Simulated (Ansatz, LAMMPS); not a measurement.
# Glassy B2O3 (65 atoms): support functions against a reference, part 2 of 2

Wanted: errors and times of a linear-scaling basis for glassy B2O3 (65 atoms). A setting counts as converged where the r.m.s. difference of forces stays under 1 % of the r.m.s. force.

Ansatz 0.2.0; Kohn-Sham DFT, LDA, PAW (set soft_2), plane waves.

The cell: 26 B and 39 O. The quench rate of 100 K/ps is orders of magnitude faster than experiment. The network of bonds at the start is that of the classical potential that made the cell. The Brillouin zone is sampled at Γ only, in a cell whose shortest periodic width is 9 Å.

So far. Step 3 (Plane-wave single point): Mean Löwdin charges: B +0.65, O -0.36 e (they miss 0.88 % of the electrons, so they add up to more than the cell's charge). The largest share in the top eV of filled states is O p (97 % of the projected weight), and in the lowest eV of empty states B p (70 % of the projected weight).

## (4) Structure statistics

These statistics describe the geometry on which the runs were made.

Density 1.96 g/cm³, 11.78 Å³ an atom.

Pair distribution functions g(r), in bins of 0.1 Å:

| r (Å) | total | O-O | O-B | B-B |
| --- | --- | --- | --- | --- |
| 1.25 | 0.00 | 0.00 | 0.00 | 0.00 |
| 1.35 | 5.80 | 0.00 | 12.10 | 0.00 |
| 1.45 | 5.66 | 0.00 | 11.80 | 0.00 |
| 1.55 | 0.00 | 0.00 | 0.00 | 0.00 |
| 1.65 | 0.00 | 0.00 | 0.00 | 0.00 |
| 1.75 | 0.00 | 0.00 | 0.00 | 0.00 |
| 1.85 | 0.00 | 0.00 | 0.00 | 0.00 |
| 1.95 | 0.00 | 0.00 | 0.00 | 0.00 |
| 2.05 | 0.00 | 0.00 | 0.00 | 0.00 |
| 2.15 | 0.00 | 0.00 | 0.00 | 0.00 |
| 2.25 | 0.06 | 0.00 | 0.12 | 0.00 |
| 2.35 | 1.18 | 3.13 | 0.11 | 0.00 |
| 2.45 | 2.86 | 7.41 | 0.31 | 0.29 |
| 2.55 | 0.27 | 0.13 | 0.18 | 0.84 |
| 2.65 | 0.77 | 0.11 | 0.08 | 4.32 |
| 2.75 | 0.89 | 0.21 | 0.24 | 4.33 |
| 2.85 | 0.53 | 0.89 | 0.30 | 0.44 |
| 2.95 | 0.46 | 0.64 | 0.34 | 0.41 |
| 3.05 | 0.77 | 1.12 | 0.58 | 0.58 |
| 3.15 | 0.67 | 0.65 | 0.61 | 0.91 |
| 3.25 | 1.20 | 1.14 | 1.37 | 0.85 |
| 3.35 | 1.18 | 1.23 | 1.49 | 0.16 |
| 3.45 | 1.19 | 0.74 | 1.71 | 0.61 |
| 3.55 | 1.19 | 0.45 | 1.91 | 0.71 |
| 3.65 | 1.45 | 0.96 | 2.08 | 0.68 |
| 3.75 | 1.50 | 0.91 | 2.05 | 1.14 |
| 3.85 | 1.33 | 1.09 | 1.67 | 0.85 |
| 3.95 | 0.96 | 0.77 | 1.19 | 0.69 |
| 4.05 | 0.96 | 0.98 | 0.91 | 1.10 |
| 4.15 | 0.89 | 0.60 | 0.84 | 1.68 |
| 4.25 | 1.04 | 0.93 | 1.10 | 1.10 |
| 4.35 | 0.85 | 1.02 | 0.70 | 0.95 |
| 4.45 | 0.92 | 1.17 | 0.49 | 1.64 |
| 4.55 | 1.24 | 1.47 | 0.99 | 1.49 |

Bonds by pair of elements; cutoffs follow the first minimum of g(r), held within bounds set by covalent radii, and pairs that aren't listed don't count as bonded:

| pair A-B | cutoff (Å) | bonds | mean length (Å) | spread (Å) | shortest (Å) | B about A | A about B |
| --- | --- | --- | --- | --- | --- | --- | --- |
| O-B | 1.82 | 78 | 1.40 | 0.018 | 1.36 | 2 | 3 |

How many atoms have how many bonded neighbours:

| element | mean | 2 | 3 |
| --- | --- | --- | --- |
| B | 3 | 0 | 26 |
| O | 2 | 39 | 0 |

Bond angles, per cent of each kind in bins of 5°:

| angle (°) | O-B-O | B-O-B |
| --- | --- | --- |
| 110–115 | 7.7 | 0.0 |
| 115–120 | 50.0 | 0.0 |
| 120–125 | 39.7 | 2.6 |
| 125–130 | 2.6 | 0.0 |
| 130–135 | 0.0 | 7.7 |
| 135–140 | 0.0 | 5.1 |
| 140–145 | 0.0 | 17.9 |
| 145–150 | 0.0 | 20.5 |
| 150–155 | 0.0 | 15.4 |
| 155–160 | 0.0 | 17.9 |
| 160–165 | 0.0 | 2.6 |
| 165–170 | 0.0 | 7.7 |
| 170–175 | 0.0 | 2.6 |

Bond angles (no mean is given where the spread exceeds 20°):

| angle | count | mean (°) | spread (°) |
| --- | --- | --- | --- |
| O-B-O | 78 | 120 | 2.9 |
| B-O-B | 39 | 149 | 10.7 |

Oxygen atoms by the number of network formers (Si, P, Ge, B, Al, As, Ga) bound to them:

| network formers bound to O | O atoms | per cent |
| --- | --- | --- |
| 0 | 0 | 0 |
| 1 | 0 | 0 |
| 2 | 39 | 100 |

Network units: each former by its oxygen neighbours and how many of them bridge to another former:

| former | O neighbours | bridging O | atoms |
| --- | --- | --- | --- |
| B | 3 | 3 | 26 |

Rings of the network by King's shortest-path rule, up to 12 atoms, one path for each pair of neighbours; H, halogens, alkali and alkaline-earth atoms are left out, and the last column divides by all other atoms, bonded or not:

| ring size (atoms) | rings | per network atom |
| --- | --- | --- |
| 10 | 2 | 0.031 |

For some of the pairs, g(r) has its first main peak near 2.4 Å (O-O), 1.4 Å (O-B) and 2.7 Å (B-B). With the cutoffs above, all B atoms have 3 and all O atoms have 2 bonded neighbours. The O-B-O angle averages 120° with a spread of 3°. 100 % of the oxygens bridge two formers (B) and 0 % are non-bridging. The commonest B unit has 3 oxygens, 3 of them shared with other formers (26 of 26 atoms). All rings counted have 10 atoms.

Local excerpt of 14 atoms (numbers count through the whole input) about B2, which bears the longest force; x, y, z are measured from there.

| atom | x | y | z | distance (Å) | bonds | Löwdin charge (e) | Fx | Fy | Fz (eV/Å) |
| --- | --- | --- | --- | --- | --- | --- | --- | --- | --- |
| B2 | 0.00 | 0.00 | 0.00 | 0.00 | 3 | 0.65 | -2.01 | 2.58 | -0.59 |
| O48 | 0.59 | -1.00 | -0.76 | 1.39 | 2 | -0.36 | 0.03 | -0.46 | -0.34 |
| O56 | -1.34 | -0.07 | 0.41 | 1.41 | 2 | -0.37 | -0.17 | -0.13 | -0.38 |
| O63 | 0.53 | 1.33 | 0.03 | 1.43 | 2 | -0.39 | -0.54 | -0.17 | -0.04 |
| O46 | 0.77 | -1.18 | 1.90 | 2.36 | 2 | -0.37 | 0.38 | 0.91 | -0.13 |
| B6 | -2.47 | 0.73 | 0.61 | 2.65 | 3 | 0.65 | 1.79 | 1.29 | 1.19 |
| B18 | 0.57 | -1.70 | -2.00 | 2.69 | 3 | 0.68 | 0.04 | -0.79 | 0.85 |
| B4 | 0.18 | 2.67 | -0.28 | 2.69 | 3 | 0.64 | -0.34 | -0.68 | 0.48 |
| B23 | 0.87 | -2.34 | 1.08 | 2.72 | 3 | 0.64 | 0.49 | -0.36 | 2.50 |
| O39 | -2.67 | 1.82 | -0.22 | 3.24 | 2 | -0.35 | -0.23 | 0.04 | -0.70 |
| O62 | -0.54 | -1.56 | -2.84 | 3.29 | 2 | -0.37 | -0.31 | -0.47 | 0.68 |
| B17 | 1.04 | -0.59 | 3.16 | 3.37 | 3 | 0.64 | 0.05 | -2.92 | 0.87 |
| O37 | -0.23 | -3.18 | 1.15 | 3.39 | 2 | -0.38 | 0.63 | -1.28 | 0.28 |
| O41 | 0.33 | 3.06 | -1.59 | 3.46 | 2 | -0.34 | -0.37 | 0.37 | -0.94 |

The column of bonds counts only the pairs O-B within 1.82 Å; other neighbours, such as metal atoms beside each other in a compound, aren't counted, and periodic images can show an atom twice.

## (5) Support functions medium

The cell is solved in localised support functions. Besides, the program derives a nominal cutoff of 464 eV for this run, against the reference's 420.

This step: Kohn-Sham DFT, LDA, PAW (set soft_2), localised support functions (medium) (Ansatz 0.2.0).

input.yaml

```yaml
crystal:
  lattice:
    - [9.14892, 0.0, 0.0]
    - [0.0, 9.14892, 0.0]
    - [0.0, 0.0, 9.14892]
  atoms:
    [... the 65 atom lines of step 3 ...]
kpoints:
  mp_grid: { grid: [1, 1, 1] }
hamiltonian:
  xc: lda
scf:
  occupations: { method: fermi_dirac, width: 0.025 }
  eigensolver: { kind: { support_functions: { accuracy: medium } } }
  max_iter: 150
output:
  forces: true
  eigenvalues: true
```

The run is started by

```console
$ ansatz run input.yaml --threads 8 --pin off --max-ram 15872MiB --backend cpu --events-out ev --progress --plain --runs-dir out
```

The program printed:

```text
Warning: scf.eigensolver.kind.support_functions: disabling space-group detection — the functions' gradient is summed over unrotated k-points, so no spatial operation reduces the k-mesh or symmetrises the density; time reversal is kept, so that k and −k are solved as one point where they differ and the mesh holds both, and exact exchange and, on two spinor components, a DFT+U term hold to it where the run has them: [...]
Warning: basis.ecutwfc = 464 eV, auto-derived: no grid that the accuracy of the support functions lays serves the files at the lower one that their records recommend; a deck with other species or settings can derive another value
settings of this run that can trade accuracy for cost: scf.eigensolver.kind.support_functions [...]
[...]
Crystal: 65 atoms, lattice volume = 765.790 Å³
Basis set: ecut = 464 eV, 17365 PW (Γ)
Bands: 188, of which v1, the nominal top of the filled ones, is band 156 counted from 1 (155 counted from 0)
Symmetry: 1 space group operations
k-points: 1
[...]
SCF iter   1: F=—  HF=-25582.295234 eV  |F-HF|=—  |Δ(HF+E_count)|=         —  Δρ=8.82e-2  dr2=5.13e1  ethr=1.00e-1
[...]
SCF iter  13: F=-25595.177037 eV  HF=-25595.177038 eV  |F-HF|=8.14e-8  |Δ(HF+E_count)|=   3.07e-7  Δρ=5.13e-6  dr2=4.75e-7  ethr=6.53e-10
SCF 1 converged in 13 iterations: F = -25595.181263 eV  dr2 = 4.75e-7
[...]
SCF converged after 13 iterations
Stability not checked: this state was not tested for a lower state beside it, because the mixer in use, unlike msr1, does not test its closes by its own steps (another_mixer; see scf.mixing.algorithm and scf.lower_state_search)
Free energy (F): -25595.181263 eV
[...]
Internal energy: -25595.181263 eV  (E = F + TS)
E sigma→0 (E₀):  -25595.181263 eV
Fermi energy:    3.155007 eV
[...]
--- Forces (eV/Å), atoms counted from 1 ---
  atom   1  B     -1.55591726     0.06826465    -0.36505149
  atom   2  B     -2.00990312     2.57860252    -0.58954338
  atom   3  B      0.80175242    -0.55753953    -1.32579006
  atom   4  B     -0.34178581    -0.67881665     0.48166120
  atom   5  B      1.21905396    -0.77508397    -1.25584640
  atom   6  B      1.78874034     1.29171765     1.18892987
  atom   7  B     -2.80638974     0.22695152     1.53513314
  atom   8  B     -1.40238454     0.08132627    -1.77104572
  atom   9  B      1.75738796    -0.86595205     0.21619758
  atom  10  B     -0.27885854    -0.52707978     1.25572761
  atom  11  B     -1.44095260     1.58892485     0.27003270
  atom  12  B     -0.36893252    -0.04008186     0.18885058
  atom  13  B      0.60805333     1.39458651     0.74256658
  atom  14  B     -0.08556777    -1.58629794    -0.01128689
[...]
atom  64  O     -0.02167082    -0.40498490     1.05209876
  atom  65  O      0.36858590    -0.65088784    -0.21146208
  max |Σ_I F_I| component: 1.99e-3 eV/Å
--- Band table (eV) ---
[...]
```

The job ended after 15 s (8 threads of AMD EPYC 9R45, shared host; peak memory 2.6 GiB).

The program notes that the band table was not solved further than the SCF left it and it switched symmetry off.

Keys that differ from the reference: support_functions.accuracy = "medium" and scf.max_iter = 150.

Forces differ from the reference by 1.2 meV/Å r.m.s., 0.14 % of their size, well within a tolerance of 1 %; the energy by -7.4 meV/atom.

## (6) The ladder side by side

Each row is set against the plane-wave reference (Kohn-Sham DFT, LDA, PAW (set soft_2), plane waves; r.m.s. force component 0.831 eV/Å). Energies are set beside the reference only for runs with its functional, potentials and electron count. Times are for 8 threads of AMD EPYC 9R45, shared host. The reference's time includes the DOS, the stress and grids, which some other runs skip.

| run | Δ force, r.m.s. (meV/Å) | share of r.m.s. force (%) | Δ energy (meV/atom) | Δ gap (eV) | cycles | time | host memory (GiB) |
| --- | --- | --- | --- | --- | --- | --- | --- |
| reference | - | - | - | - | 10 | 1.4 s | 0.85 |
| support functions medium | 1.17 | 0.141 | -7.40 | 0 | 13 | 15 s | 2.6 |

## (7) Summary of results

```yaml
free_energy_per_atom: -393.7646 eV/atom
pressure: -16.24 GPa
r_m_s_force_component: 0.8315 eV/Å
spacing_of_highest_filled_and_lowest_empty_level: 4.677 eV
wall_time_of_the_2_dft_runs: 16 s
```

Against plane waves at 420 eV, the forces differ by 1.2 meV/Å (0.14 %) with support functions medium. At 65 atoms the run with support functions medium takes roughly 10 times the time of plane waves (whose run also made extra analyses, so the like-for-like ratio is larger), in 13 SCF cycles against 10. In energy the support functions at preset levels lie below plane waves at 420 eV. Their grid holds more waves than that cutoff, so part of the difference is likely the reference's own basis error.

Filled and empty levels are parted by 4.68 eV (at Γ alone); a local or semilocal functional tends to put such gaps too low. In a disordered cell it changes from sample to sample, and tail or defect levels can set it. With the cutoffs above, all B atoms have 3 and all O atoms have 2 bonded neighbours. 100 % of the oxygens bridge two formers (B) and 0 % are non-bridging.

**Limits.** The force components of 0.83 eV/Å r.m.s. hold both thermal displacement and the mismatch between the potential that made the cell and DFT. The stress is far from hydrostatic: its diagonal is -12.7, -18.1, -17.9 GPa, compression counted positive. The classical run held zero pressure, yet DFT finds -16 GPa in this frame, which points to a density or bond lengths far off those of this functional.

Calculation beside experiment:

| quantity | measured | this cell | difference | method of the measurement |
| --- | --- | --- | --- | --- |
| nearest B–O distance | 1.35 Å | 1.40 Å | +3.9 % | in situ X-ray diffraction |

The cell differs from the measured distances by up to 3.9 %. Distances of this cell are positions of the first main peak of g(r), or bond means where the peak is narrow; means over all bonds within a cutoff lie farther out for broad shells. The network comes from the model that made the cell; DFT did not move the atoms, so distances and counts test that model.

[Logs are printed without paths, hosts, clocks, repeated set-up lines and the standing remarks that a program may print on its own settings, such as how far it seeks lower states.]

[Hosts, paths, dates, database ids (printed as entryN), source tags and the programs' standing remarks are cut or masked in the printed files.]
